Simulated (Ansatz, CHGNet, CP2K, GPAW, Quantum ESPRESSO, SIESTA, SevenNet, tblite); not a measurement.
# Running generalised stacking fault on (111) (glide set) of a Ge-Sn solid solution (48 atoms) with GPAW, part 2 of 2

How do the settings of GPAW change the result for generalised stacking fault on (111) (glide set) of a Ge-Sn solid solution (48 atoms)? A plane-wave run serves as the yardstick.

Program: GPAW 26.7.0; the method stands at each step. Banners, paths, timers and routine set-up lines are dropped from the logs unmarked, and long logs keep their key lines alone; longer cuts are marked.

So far. Step 3 (PBE, plane waves 450 eV): The run ends at a pressure of 9.57 GPa, with forces up to 13 eV/Å. Step 4 (PBE, LCAO dzp, h 0.2 Å, other mixer settings): Against the first run (6.2 %), the force difference from the reference is 6.2 %, at 1.1 times the CPU time: another solver or mixer reaches the same state.

## (5) RPBE, LCAO dzp, h 0.2 Å

Method: Kohn-Sham DFT, RPBE, PAW, atomic orbitals (dzp).

File run.py:

```python
import numpy as np
from ase.io import read
from gpaw import GPAW, FermiDirac

atoms = read("structure.xyz")
atoms.calc = GPAW(
    mode="lcao",
    basis="dzp",
    h=0.2,
    xc="RPBE",
    kpts={"size": (1, 1, 1), "gamma": True},
    occupations=FermiDirac(0.05),
    maxiter=200,
    symmetry={"point_group": False},
    txt="gpaw.txt",
)
energy = atoms.get_potential_energy(force_consistent=True)
forces = atoms.get_forces()
print(f"energy {energy:.6f} eV")
print("forces (eV/A)")
for i, (a, f) in enumerate(zip(atoms, forces)):
    print(f"{i:4d} {a.symbol:2s} {f[0]:10.5f} {f[1]:10.5f} {f[2]:10.5f}")
print(f"Fermi level {atoms.calc.get_fermi_level():.4f} eV")
for k in range(len(atoms.calc.get_ibz_k_points())):
    for s in range(atoms.calc.get_number_of_spins()):
        e = atoms.calc.get_eigenvalues(kpt=k, spin=s)
        n = np.searchsorted(e, atoms.calc.get_fermi_level())
        print(f"k {k} spin {s} levels about the Fermi level:", np.round(e[max(n - 6, 0):n], 4).tolist(), "|", np.round(e[n:n + 6], 4).tolist())
```

File structure.xyz:

```xyz
48
Lattice="8.33424 0.00000 0.00000 0.00000 7.21767 0.00000 3.47263 0.00000 20.51464" Properties=species:S:1:pos:R:3 pbc="T T T"
[... 48 atom lines left out: the same atoms as in the first run ...]
```

Command:

```console
$ OMP_NUM_THREADS=1 python run.py > output.txt
```

Numbers of over 12 decimals in the logs are rounded to 6 here.

Log:

```text
energy -152.784123 eV
forces (eV/A)
   0 Ge    4.72608   -3.68157    0.94254
   1 Sn    1.39326   -1.21179   -0.93242
   2 Sn   -3.27687    0.84676    0.30919
   3 Ge   -0.23176    0.86894    2.57564
   4 Sn    7.90895   -6.14038    4.77559
   5 Ge   -1.84070    0.65176    0.01701
[...]
45 Ge   -4.68137    3.81782   -2.43035
  46 Ge    0.50896   -0.36927   -0.93663
  47 Ge   -4.40779    2.86644   -1.24066
Fermi level 5.9069 eV
k 0 spin 0 levels about the Fermi level: [5.3083, 5.4766, 5.6452, 5.7463, 5.7577, 5.8838] | [5.9364, 6.0099, 6.1557, 6.2281, 6.2774, 6.4983]
```

gpaw.txt:

```text
Input parameters:
  mode=LCAO(),
  basis={'default': 'dzp'},
  h=0.2,
  kpts=MonkhorstPack(size=(1, 1, 1), gamma=True),
  maxiter=200,
  occupations=Occupations(name='fermi-dirac', width=0.05, fixmagmom=False),
[... lines left out ...]
  Fermi-Dirac:
[... lines left out ...]
convergence criteria:
- Maximum [total energy] change in last 3 cyles: 0.0005 eV / valence electron
[... lines left out ...]
Converged in 19 steps
[... lines left out ...]
  Free energy:    -152.784123
[... lines left out ...]
Fermi level: 5.907
[... lines left out ...]
|        ... |               |           |
|        203 |         9.380 |     0.000 |
Gap: 0.053 eV
Transition (v -> c):
  (s=0, k=0, n=165, [0.00, 0.00, 0.00]) -> (s=0, k=0, n=166, [0.00, 0.00, 0.00])
No difference between direct/indirect transitions
Force computation time: 20.510  # s
timing:  # [seconds]
  Total:  199.597  # ━━━━━━━━━━━━━━━━━━━━━━━━━━━━━━━━━━━━━━━━━━━━━━━━━━━━━━━━
  Init:     8.568  # ━━╸
  SCF:    170.487  # ━━━━━━━━━━━━━━━━━━━━━━━━━━━━━━━━━━━━━━━━━━━━━━━━
  Forces:  20.510  # ━━━━━━
```

Wall time 3.4 min (1 thread of Arm Neoverse V1, shared host); peak memory 1.2 GiB.

Compared with the plane-wave run:

* r.m.s. force component: 2.451 eV/Å
* r.m.s. difference of force components: 187.2 meV/Å
* longest difference of force vectors: 841.9 meV/Å
* force difference over r.m.s. force: 8.22 %
* slope of forces against the reference's: 1.076
* correlation of force components: 0.9996

Against the first run (6.2 %), the force difference from the reference is 8.2 %, at 1.0 times the CPU time; the model has changed, so this is no error of the program alone.

## (6) The ladder

Differences are against the plane-wave reference, forces as r.m.s. over components; share is that over the reference's r.m.s. force, slope the least-squares factor from reference forces to these. Total energies of different programs have different zeros and aren't compared.

```
                                              run  Δ force, r.m.s. (meV/Å)  share (%)  slope  Δ pressure (GPa)  cores  CPU time  memory (GiB)
                                        reference                        -          -      -                 -      4    12 min             3
                      GPAW PBE, LCAO dzp, h 0.2 Å                      142       6.24  1.056                 -      1   3.3 min           1.2
                     GPAW PBE, plane waves 450 eV                     44.7       1.96  1.002            -0.472      2   7.6 min           1.2
GPAW PBE, LCAO dzp, h 0.2 Å, other mixer settings                      141       6.20  1.056                 -      1   3.6 min           1.1
                     GPAW RPBE, LCAO dzp, h 0.2 Å                      187       8.22  1.076                 -      1   3.4 min           1.2
```

CPU time is summed over cores on a shared host, where runs went side by side, so it is rough. Symmetry, cutoffs, thresholds, outputs and thread counts weren't matched or tuned between programs; memory under MPI is the largest rank's times the ranks.

Within one program, basis, potentials and functional, energies share a zero. Each run against its twin at the usual cutoff or grid and solver:

```
                                              run               twin  Δ energy (meV/atom)  Δ force, r.m.s. (meV/Å)  CPU time over the twin's
GPAW PBE, LCAO dzp, h 0.2 Å, other mixer settings  LCAO dzp, h 0.2 Å                    0                     4.13                       1.1
```

A second geometry, displaced anew (every atom was moved at random, 0.08 Å r.m.s. a Cartesian component), gives an energy difference that all programs can be tested on. The reference puts it at 61.49 meV/atom.

```
                                              run  energy less the first geometry's (meV/atom)  error (meV/atom)  force share at the second geometry (%)
                      GPAW PBE, LCAO dzp, h 0.2 Å                                        66.93              5.44                                    6.89
                     GPAW PBE, plane waves 450 eV                                        63.17              1.68                                    2.80
GPAW PBE, LCAO dzp, h 0.2 Å, other mixer settings                                        66.93              5.44                                    6.88
                     GPAW RPBE, LCAO dzp, h 0.2 Å                                        68.75              7.27                                    9.01
```

## (7) Outcome

```yaml
nearest_in_forces: GPAW PBE, plane waves 450 eV, 2.0 %
its_cpu_time: 7.6 min
```

PBE on plane waves or a grid with other potentials, cutoffs or grids differs from the reference by 2.0 % (GPAW PBE, plane waves 450 eV) of the r.m.s. force; this holds the reference's own error, so differences of a few per cent don't tell which side is nearer the exact PBE result. The PBE runs in local orbitals differ by 6.2 % in each run; basis, grid and potentials can all enter. Rows with another functional or a dispersion term differ by 8.2 % (GPAW RPBE, LCAO dzp, h 0.2 Å), which mixes the change of model with differences of basis and potentials. Of the electronic-structure runs that take under half the reference's CPU time, GPAW PBE, LCAO dzp, h 0.2 Å, other mixer settings is among the nearest, at 6.2 % in 3.6 min against 12 min. The energy difference between the two geometries, 61.5 meV/atom in the reference, is met best by GPAW PBE, plane waves 450 eV (+1.68) and worst by GPAW RPBE, LCAO dzp, h 0.2 Å (+7.27). The potentials hold different valence shells: 672 electrons in the reference, 332 in GPAW; this bears on time and differences. GPAW's setups keep the filled d shell of Ge in the core. The reference's pressure holds the uncorrected Pulay stress of its 45 Ry basis, so small pressure differences, and their order, may be the reference's own error. The reference's stress is far from hydrostatic: its diagonal is 18.1, 4.6, 7.5 GPa, compression counted positive. The host structure and its lattice constant were typed by rule, without a check against the phase diagram. The reference's pressure of 10 GPa belongs to a cell and atoms that aren't relaxed at this level. The electronic-structure runs sample only Γ, in a cell whose shortest periodic width is 7 Å, which is coarse for a cell with partly filled levels.

[Also dropped from logs without a mark: logging warnings of Python, and SIESTA's first energy breakdown and zero terms.]

[Logs are printed without paths, hosts, clocks, repeated set-up lines and the standing remarks that a program may print on its own settings, such as how far it seeks lower states.]

[Hosts, paths, dates, database ids (printed as entryN), source tags and the programs' standing remarks are cut or masked in the printed files.]
